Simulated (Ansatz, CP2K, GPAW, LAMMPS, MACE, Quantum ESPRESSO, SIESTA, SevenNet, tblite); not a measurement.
**A faulty CP2K run on amorphous 29Ga2O3-71GeO2 (mol %) (86 atoms)**

Program: CP2K 2026.2, a calculation on a cell of 14 Ga, 17 Ge and 55 O, 15.2 Å³ an atom.

input.inp reads:

```
&GLOBAL
  PROJECT cell
  RUN_TYPE ENERGY_FORCE
  PRINT_LEVEL LOW
&END GLOBAL
&FORCE_EVAL
  METHOD QS
  STRESS_TENSOR ANALYTICAL
  &DFT
    BASIS_SET_FILE_NAME BASIS_MOLOPT
    POTENTIAL_FILE_NAME GTH_POTENTIALS
    &MGRID
      CUTOFF 600
      REL_CUTOFF 50
      NGRIDS 5
    &END MGRID
    &QS
      EPS_DEFAULT 1.0E-12
      LS_SCF T
    &END QS
    &LS_SCF
      PURIFICATION_METHOD TRS4
      EPS_FILTER 3.0E-02
      EPS_SCF 1.0E-06
      MAX_SCF 50
      S_PRECONDITIONER ATOMIC
      MIXING_FRACTION 0.45
      REPORT_ALL_SPARSITIES F
    &END LS_SCF
    &XC
      &XC_FUNCTIONAL PBE
      &END XC_FUNCTIONAL
    &END XC
    &PRINT
      &MULLIKEN ON
      &END MULLIKEN
    &END PRINT
  &END DFT
  &SUBSYS
    &CELL
      A 10.94387 0.00000 0.00000
      B 0.00000 10.94387 0.00000
      C 0.00000 0.00000 10.94387
    &END CELL
    &COORD
      Ga 9.22262 5.88375 7.49020
      Ga 0.41926 10.52844 5.54624
      Ga 10.88302 6.22750 0.43294
      Ga 4.35205 7.41108 10.06967
      Ga 6.21382 6.94060 1.15972
      Ga 8.74995 5.93464 2.35895
      Ga 10.06639 8.76440 3.27145
      Ga 6.78443 8.05338 7.73261
      Ga 3.03561 7.87871 2.04650
      Ga 2.89301 5.20206 0.56525
[... 72 atom lines left out ...]
      O 0.72240 0.48635 0.61001
      O 4.47517 5.98608 6.04430
      O 8.31822 4.03938 3.52415
      O 2.29427 9.58891 1.67901
    &END COORD
    &KIND Ga
      BASIS_SET SZV-MOLOPT-SR-GTH-q13
      POTENTIAL GTH-PBE-q13
    &END KIND
    &KIND Ge
      BASIS_SET SZV-MOLOPT-SR-GTH-q4
      POTENTIAL GTH-PBE-q4
    &END KIND
    &KIND O
      BASIS_SET SZV-MOLOPT-SR-GTH-q6
      POTENTIAL GTH-PBE-q6
    &END KIND
  &END SUBSYS
  &PRINT
    &FORCES ON
    &END FORCES
    &STRESS_TENSOR ON
    &END STRESS_TENSOR
  &END PRINT
&END FORCE_EVAL
```

Started as:

```bash
> OMP_NUM_THREADS=1 cp2k.psmp -i input.inp > output.txt
```

Numbers of over 12 decimals in the logs are rounded to 6 here.

What it wrote:

```text
CP2K| version string:                                       CP2K version 2026.2
 CP2K| Input file name                                                 input.inp
 GLOBAL| Basis set file name                                        BASIS_MOLOPT
 GLOBAL| Potential file name                                      GTH_POTENTIALS
 GLOBAL| Run type                                                   ENERGY_FORCE
 GLOBAL| Total number of message passing processes                             1
 GLOBAL| Number of threads for this process                                    1
 TOTAL NUMBERS AND MAXIMUM NUMBERS
  Total number of            - Atomic kinds:                                   3
                             - Atoms:                                         86
                             - Shell sets:                                    86
                             - Shells:                                       186
                             - Primitive Cartesian functions:                427
                             - Cartesian basis functions:                    428
[... lines left out ...]
 Re-scaling the density matrix to get the right number of electrons
[... lines left out ...]
*********************************************************
 Using MIXING_FRACTION=0.450 to mix KS matrix:  iscf=  3
 KS_nw=0.450*KS + 0.550*KS_old
[...]
SCF     3     -1987.773818550         0.770892374    6.306695
[...]
Using MIXING_FRACTION=0.450 to mix KS matrix:  iscf=  4
 KS_nw=0.450*KS + 0.550*KS_old
[...]
Using MIXING_FRACTION=0.450 to mix KS matrix:  iscf= 49
 KS_nw=0.450*KS + 0.550*KS_old
[...]
SCF    49     -1389.135489926      -182.286683844    6.300592
*********************************************************
 Using MIXING_FRACTION=0.450 to mix KS matrix:  iscf= 50
 KS_nw=0.450*KS + 0.550*KS_old
*********************************************************
 SCF    50     -1178.925113834       210.210376092    6.220363
 SCF not converged!
 !-----------------------------------------------------------------------------!
                     Mulliken Population Analysis
 #  Atom  Element  Kind  Atomic population                           Net charge
       1     Ga       1          2.628746                             10.371254
       2     Ga       1          0.238523                             12.761477
       3     Ga       1         10.005621                              2.994379
[...]
85     O        3          7.945084                             -1.945084
      86     O        3          2.994024                              3.005976
 # Total charge                            579.114477                  0.885523
 !-----------------------------------------------------------------------------!
 ENERGY| Total FORCE_EVAL ( QS ) energy [hartree]          -1178.925114
 FORCES| Atomic forces [hartree/bohr]
 FORCES|   Atom     x               y               z               |f|
 FORCES|      1 -1.22184088E+01 -3.52092999E+00 -2.88175598E+00   1.30380589E+01
 FORCES|      2  1.14083156E+00  6.88917469E+00  2.38717825E-01   6.98707455E+00
 FORCES|      3  1.77182541E+00  1.25366927E-01  1.29412377E+00   2.19768935E+00
[...]
FORCES|     85 -4.55112760E+00 -9.83576616E-02  6.07135783E-01   4.59249938E+00
 FORCES|     86  2.88227821E+00 -8.01933454E-01 -9.53137207E-01   3.13991966E+00
 FORCES| Sum    -1.52094048E-02 -4.20583294E-03  1.34243667E-02
 FORCES| Total atomic force                                       2.07178340E-02
 STRESS| Analytical stress tensor [bar]
 STRESS|                        x                   y                   z
 STRESS|      x       -3.45253742836E+07   8.85283126374E+05  -8.46074011806E+04
 STRESS|      y        8.85283126374E+05  -8.89455704624E+05  -4.24492091426E+05
 STRESS|      z       -8.46074011806E+04  -4.24492091426E+05  -6.47725321631E+06
 STRESS| 1/3 Trace                                            -1.39640277348E+07
```

The job ended after 5.6 min (1 thread of Arm Neoverse V2, shared host; peak memory 1.5 GiB).

Banners, paths, timers and routine set-up lines are dropped from the logs unmarked, and long logs keep their key lines alone; longer cuts are marked.

Why should this run not be trusted?

A sparsity filter far too loose: filter 0.03. Likely mend: a far tighter filter, such as 1e-6.

The run ended unconverged.

[Also dropped from logs without a mark: logging warnings of Python, and SIESTA's first energy breakdown and zero terms.]

[Logs are printed without paths, hosts, clocks, repeated set-up lines and the standing remarks that a program may print on its own settings, such as how far it seeks lower states.]

[Hosts, paths, dates, database ids (printed as entryN), source tags and the programs' standing remarks are cut or masked in the printed files.]
